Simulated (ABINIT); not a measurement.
# A GW chain in ABINIT: MoS2 (P6_3/mmc), part 3 of 3

Aim: the G0W0 gap of MoS2 (P6_3/mmc) on PBE with spin-orbit coupling, step by step.

ABINIT 10.8.3; PBE and many-body steps on it, plane waves. Known limits of the many-body steps: not at the basis limit; screening head approximate; coarse k mesh.

So far. Step 3 (Bands along the symmetry lines): The gap is 0.883 eV, as in the run before at this level. Step 4 (Empty states on the mesh, 3×3×1 mesh, 170 bands): On this mesh the gap is 1.045 eV. The earlier step found 0.883 eV, so this mesh misses an edge.

The database entry behind the starting cell differs from later determinations by our own check (about 0.3 % long), so it need not match the best structure at ambient conditions.

## Step 5: Screening, 3×3×1 mesh, 156 bands, screening to 98 eV

The RPA dielectric matrix is built and inverted for each q.

This step: RPA screening on PBE with spin-orbit coupling, plane waves, norm-conserving pseudopotentials.

The input, run.abi:

```
acell 3*1.0 Angstrom
rprim 
  3.169000000004 -0.000000000001 0.000000000000
  -1.584500000001 2.744434504597 0.000000000000
  0.000000000000 0.000000000000 12.324000000000
ntypat 2
znucl 42 16
natom 6
typat 1 1 2 2 2 2
xred 
  0.333333333333 0.666666666667 0.250000000000
  0.666666666667 0.333333333333 0.750000000000
  0.333333333333 0.666666666667 0.623000000000
  0.666666666667 0.333333333333 0.123000000000
  0.333333333333 0.666666666667 0.877000000000
  0.666666666667 0.333333333333 0.377000000000
pp_dirpath "pseudos"
pseudos "Mo.upf, S.upf"
ecut 36
nspinor 2
ngkpt 3 3 1
nshiftk 1
shiftk 0 0 0
kptopt 1
chksymbreak 0
istwfk *1
occopt 1
irdwfk 1
optdriver 3
nband 156
ecuteps 3.6
inclvkb 0
awtr 1
symchi 1
indata_prefix "in"
outdata_prefix "out"
tmpdata_prefix "tmp"
```

Run with:

```sh
OMP_NUM_THREADS=1 mpirun -n 8 abinit run.abi > log
```

Numbers of over 12 decimals in the logs are rounded to 6 here.

The program printed:

```text
.Version 10.8.3 of ABINIT. v10.8.2 released Aug 2026.

 Symmetries : space group P6_3/m m c (#194); Bravais hP (primitive hexag.)
[... echo of the input left out ...]
== DATASET  1 ==================================================================
-   mpi_nproc: 8, omp_nthreads: 1 (-1 if OMP is not activated)

--- !DatasetInfo
iteration_state: {dtset: 1, }
dimensions: {natom: 6, nkpt: 3, mband: 156, nsppol: 1, nspinor: 2, nspden: 1, mpw: 7476, }
cutoff_energies: {ecut:  36.0, pawecutdg:  -1.0, }
electrons: {nelect:   5.20000000E+01, charge:   0.00000000E+00, occopt:   1.00000000E+00, tsmear:   1.00000000E-02, }

 SCREENING: Calculation of the susceptibility and dielectric matrices

 Based on a program developped by R.W. Godby, V. Olevano, G. Onida, and L. Reining.
 Incorporated in ABINIT by V. Olevano, G.-M. Rignanese, and M. Torrent.
.Using double precision arithmetic ; gwpc =  8

[... cell and pseudopotentials left out ...]
--------------------------------------------------------------------------------

 ==== K-mesh for the wavefunctions ====
 Number of points in the irreducible wedge :     3
[... list of points left out ...]
 Together with 24 symmetry operations and time-reversal symmetry
 yields     9 points in the full Brillouin Zone.

 ==== Q-mesh for the screening function ====
 Number of points in the irreducible wedge :     3
[... list of points left out ...]
 Together with 24 symmetry operations and time-reversal symmetry
 yields     9 points in the full Brillouin Zone.

 setmesh: FFT mesh size selected  =    20x   20x   90
          total number of points  =        36000

 vcoul_init : cutoff-mode = AUXILIARY_FUNCTION
 q-points for optical limit:   1
     1)      0.000010    0.000020    0.000030

- screening: taking advantage of time-reversal symmetry
- Maximum band index for partially occupied states nbvw = 52
- Remaining bands to be divided among processors   nbcw = 104
- Number of bands treated by each node ~13

 Number of electrons calculated from density =   52.0000; Expected =   52.0000
 average of density, n =  0.071892
 r_s =    1.4919
 omega_plasma =   25.8640 [eV]

 calculating chi0 at frequencies [eV] :
  1    0.000000E+00    0.000000E+00
  2    0.000000E+00    2.586399E+01

--------------------------------------------------------------------------------
  q-point number  1        q = ( 0.000000, 0.000000, 0.000000) [r.l.u.]
--------------------------------------------------------------------------------
[... chi0 elements left out ...]
 For q-point:  0.000010 0.000020 0.000030
  dielectric constant =  19.4427
  dielectric constant without local fields =  21.8231

  Average fulfillment of the sum rule on Im[epsilon] for q-point    1 :     62.70  [%]
[... wings left out ...]
  q-point number  2        q = ( 0.333333, 0.000000, 0.000000) [r.l.u.]
--------------------------------------------------------------------------------
[... chi0 elements left out ...]
  Average fulfillment of the sum rule on Im[epsilon] for q-point    2 :     55.65  [%]

 [... 1 further q-points ...]
```

The job ended after 60 s (8 MPI ranks of Arm Neoverse N1, shared host; peak memory 2.7 GiB; 8 min of CPU time).

This step gave:

```
ε∞ with local fields, on this mesh, along the program's q direction : 19.44
the same without local fields                                       : 21.82
plasma frequency                                                    : 25.86 eV
plane waves in the screening matrix                                 : 253
```

Local fields lower ε∞ by 11 %. On a Γ-centred mesh this coarse the value itself is usually too large, while a short band sum pulls it down.

## Step 6: Self-energy, 3×3×1 mesh, 156 bands, screening to 98 eV

The self-energy is evaluated for the states that the input lists, and the levels follow from it, in one-shot runs by the linearised quasiparticle equation.

This step: G0W0 on PBE with spin-orbit coupling, plane waves, norm-conserving pseudopotentials.

run.abi, as its differences from that of step 5:

```diff
@@ -28,8 +28,17 @@
 irdwfk 1
-optdriver 3
+optdriver 4
 nband 156
+gwcalctyp 0
+ecutsigx 36
+symsigma 0
+nkptgw 2
+kptgw 
+  0.0000000000 0.0000000000 0.0000000000
+  0.3333333333 0.3333333333 0.0000000000
+bdgw 
+  49 56
+  49 56
 ecuteps 3.6
-inclvkb 0
-awtr 1
-symchi 1
+irdscr 1
+ppmodel 1
 indata_prefix "in"
```

The program printed:

```text
.Version 10.8.3 of ABINIT. v10.8.2 released Aug 2026.

 Symmetries : space group P6_3/m m c (#194); Bravais hP (primitive hexag.)
[... echo of the input left out ...]
== DATASET  1 ==================================================================
-   mpi_nproc: 8, omp_nthreads: 1 (-1 if OMP is not activated)

--- !DatasetInfo
iteration_state: {dtset: 1, }
dimensions: {natom: 6, nkpt: 3, mband: 156, nsppol: 1, nspinor: 2, nspden: 1, mpw: 7476, }
cutoff_energies: {ecut:  36.0, pawecutdg:  -1.0, }
electrons: {nelect:   5.20000000E+01, charge:   0.00000000E+00, occopt:   1.00000000E+00, tsmear:   1.00000000E-02, }

 SIGMA: Calculation of the GW corrections

 Based on a program developped by R.W. Godby, V. Olevano, G. Onida, and L. Reining.
 Incorporated in ABINIT by V. Olevano, G.-M. Rignanese, and M. Torrent.
.Using double precision arithmetic ; gwpc =  8

[... cell and pseudopotentials left out ...]
--------------------------------------------------------------------------------

 ==== K-mesh for the wavefunctions ====
 Number of points in the irreducible wedge :     3
[... list of points left out ...]
 Together with 24 symmetry operations and time-reversal symmetry
 yields     9 points in the full Brillouin Zone.

 ==== Q-mesh for screening function ====
 Number of points in the irreducible wedge :     3
[... list of points left out ...]
 Together with 24 symmetry operations and time-reversal symmetry
 yields     9 points in the full Brillouin Zone.

 vcoul_init : cutoff-mode = AUXILIARY_FUNCTION
 q-points for optical limit:   1
     1)      0.000010    0.000020    0.000030
 setmesh: FFT mesh size selected  =    32x   32x  128
          total number of points  =       131072

 Number of electrons calculated from density =   52.0000; Expected =   52.0000
 average of density, n =  0.071892
 r_s =    1.4919
 omega_plasma =   25.8640 [eV]

 === KS Band Gaps ===
  >>>> For spin  1
   Minimum direct gap =   1.6217 [eV], located at k-point      :   0.3333  0.3333  0.0000
   Fundamental gap    =   1.0449 [eV], Top of valence bands at :   0.0000  0.0000  0.0000
                                       Bottom of conduction at :   0.3333  0.3333  0.0000
 SIGMA fundamental parameters:
 PLASMON POLE MODEL  1
 number of plane-waves for SigmaX                 7437
 number of plane-waves for SigmaC and W            253
 number of plane-waves for wavefunctions          7437
 number of bands                                   156
 number of independent spin polarizations            1
 number of spinorial components                      2
 number of k-points in IBZ                           3
 number of q-points in IBZ                           3
 number of symmetry operations                      24
 number of k-points in BZ                            9
 number of q-points in BZ                            9
 number of frequencies for dSigma/dE                 9
 frequency step for dSigma/dE [eV]                0.25
 number of omega for Sigma on real axis              0
 max omega for Sigma on real axis  [eV]           0.00
 zcut for avoiding poles [eV]                     0.10

 EPSILON^-1 parameters (SCR file):
 dimension of the eps^-1 matrix on file            253
 dimension of the eps^-1 matrix used               253
 number of plane-waves for wavefunctions          7437
 number of bands                                   156
 number of q-points in IBZ                           3
 number of frequencies                               2
 number of real frequencies                          1
 number of imag frequencies                          1

 matrix elements of self-energy operator (all in [eV])

 Perturbative Calculation

--- !SelfEnergy_ee
iteration_state: {dtset: 1, }
kpoint     : [   0.000,    0.000,    0.000, ]
spin       : 1
KS_gap     :    2.053
QP_gap     :    2.548
Delta_QP_KS:    0.494
data: !SigmaeeData |
     Band     E0 <VxcDFT>   SigX SigC(E0)      Z dSigC/dE  Sig(E)    E-E0       E
       49   7.298 -15.384 -16.752   2.051   0.780  -0.282 -14.852   0.532   7.830
       50   7.298 -15.384 -16.752   2.051   0.780  -0.282 -14.852   0.532   7.830
       51   8.441 -16.361 -17.403   1.873   0.778  -0.286 -15.715   0.646   9.087
       52   8.441 -16.361 -17.403   1.873   0.778  -0.286 -15.715   0.646   9.087
       53  10.495 -15.695 -10.993  -3.247   0.783  -0.277 -14.555   1.140  11.635
       54  10.495 -15.695 -10.993  -3.247   0.783  -0.277 -14.555   1.140  11.635
       55  10.523 -15.591 -10.901  -3.251   0.783  -0.277 -14.463   1.128  11.651
       56  10.523 -15.591 -10.901  -3.251   0.783  -0.277 -14.463   1.128  11.651

--- !SelfEnergy_ee
iteration_state: {dtset: 1, }
kpoint     : [   0.333,    0.333,    0.000, ]
spin       : 1
KS_gap     :    1.622
QP_gap     :    2.261
Delta_QP_KS:    0.639
data: !SigmaeeData |
     Band     E0 <VxcDFT>   SigX SigC(E0)      Z dSigC/dE  Sig(E)    E-E0       E
       49   7.646 -16.285 -17.598   2.172   0.779  -0.283 -15.616   0.670   8.315
       50   7.646 -16.285 -17.598   2.172   0.779  -0.283 -15.616   0.670   8.315
       51   7.864 -16.446 -17.648   2.094   0.779  -0.284 -15.751   0.695   8.559
       52   7.864 -16.446 -17.648   2.094   0.779  -0.284 -15.751   0.695   8.559
       53   9.486 -17.598 -12.726  -3.152   0.775  -0.290 -16.264   1.334  10.820
       54   9.486 -17.598 -12.726  -3.152   0.775  -0.290 -16.264   1.334  10.820
       55   9.488 -17.580 -12.691  -3.172   0.775  -0.290 -16.249   1.332  10.819
       56   9.488 -17.580 -12.691  -3.172   0.775  -0.290 -16.249   1.332  10.819

== END DATASET(S) ==============================================================
================================================================================

 -outvars: echo values of variables after computation  --------
           etotal      0.0000000000E+00
            nband         156
             nkpt           3
          spgroup         194
 [... the other variables as echoed above ...]

 Calculation completed.
```

It took 67 s on 8 MPI ranks; peak memory 2.5 GiB.

This step gave:

```yaml
g0w0_gap_on_the_points_computed: 1.732 eV
starting_gap_on_the_mesh: 1.045 eV
k_of_the_valence_top: 0, 0, 0
k_of_the_conduction_bottom: 0.3333, 0.3333, 0
z_at_the_valence_top: 0.778
z_at_the_conduction_bottom: 0.775
least_direct_g0w0_gap_on_the_computed_points: 2.260 eV
```

The gap on the mesh goes from 1.04 eV to 1.73 eV, a correction of +0.69 eV. The start differs from the 0.88 eV found before because the two sample other k points.

Limits: finite bands, cutoff and mesh; screening head approximate; coarse k mesh. v1 is the top filled band, c1 the lowest empty one. Levels before and after the correction, in eV, zero at the valence-band top of each column:

```
           conduction bottom  valence top
Kohn-Sham               1.04         0.00
     G0W0               1.73         0.00
```

```
                           level  energy (eV)
Kohn-Sham                   Γ v3       -1.143
Kohn-Sham                Γ v2-v1        0.000
Kohn-Sham                Γ c1-c2        2.053
Kohn-Sham                   Γ c3        2.082
Kohn-Sham     (0.333 0.333 0) v3       -0.795
Kohn-Sham  (0.333 0.333 0) v2-v1       -0.577
Kohn-Sham  (0.333 0.333 0) c1-c3        1.045
     G0W0                   Γ v3       -1.257
     G0W0                Γ v2-v1        0.000
     G0W0                Γ c1-c2        2.548
     G0W0                   Γ c3        2.564
     G0W0     (0.333 0.333 0) v3       -0.772
     G0W0  (0.333 0.333 0) v2-v1       -0.528
     G0W0  (0.333 0.333 0) c1-c3        1.733
```

## Step 7: Where the time went

Times are wall times on the hardware named with each run, good to a factor of about two.

```
                          step     time  share  memory (GiB)
                  ground state  5.8 min   32 %           1.1
bands along the symmetry lines  6.9 min   38 %           1.3
      empty states on the mesh  3.5 min   19 %          0.39
                     screening     60 s    5 %           2.7
                   self-energy     67 s    6 %           2.5
```

## Step 8: Results

| Property | Result |
| --- | --- |
| PBE gap | 0.88 eV, indirect |
| G0W0 gap on the mesh | 1.73 eV |
| G0W0 gap over the zone (rigid shift) | 1.57 eV |
| GW settings | 3×3×1 mesh, 156 bands, screening to 98 eV, Godby-Needs plasmon pole |
| known limits | not at the basis limit; screening head approximate; coarse k mesh |

What this shows: G0W0 moves the gap on the mesh from 1.04 eV to 1.73 eV (+0.69 eV), with Z of 0.78 and 0.78 at the edges. The mesh misses the band edges by 0.16 eV in all; a rigid shift gives 1.57 eV for the zone. Local fields lower the RPA ε∞ on this mesh from 21.82 to 19.44; a Γ-centred mesh this coarse tends to raise both, most where the direct gap is narrow, while a short band sum lowers them. Only 2 of the mesh's irreducible points were corrected, so a valley elsewhere could overtake. Bands and cutoff are finite, so the gap is not at the basis limit. The miss can reach some tenths of an eV and take either sign; the mesh is an error of its own. In the G0W0 run levels were corrected at 2 k points alone, so a gap called «on the mesh» is the least over those, and an edge elsewhere would be missed. A denser mesh or path gives a starting gap of 0.88 eV: the GW mesh misses a band edge, so its gaps are not the fundamental one. The 3×3×1 mesh is coarse for this cell, which bears on the long-range parts of exchange and screening. The long-wavelength limit of the screening leaves out the non-local commutator, which shifts ε∞.

[Paths, hosts, dates, memory and timing lines, banners, echoed tables and standing remarks are left out of the program output.]

[Logs are printed without paths, hosts, clocks, repeated set-up lines and the standing remarks that a program may print on its own settings, such as how far it seeks lower states.]

[Runs of the session that timed out or met a known fault of the program may be left out.]

[Hosts, paths, dates, database ids (printed as entryN), source tags and the programs' standing remarks are cut or masked in the printed files.]

[G0W0 gaps are taken among the corrected bands and points alone; a level outside them can change the order at an edge.]

[Where Ansatz stands beside ABINIT at settings called matched, ABINIT's density can come from a denser mesh and the files from another edition; pairs whose starting gaps differed by over 0.03 eV were left out, so agreement reads better than it is.]
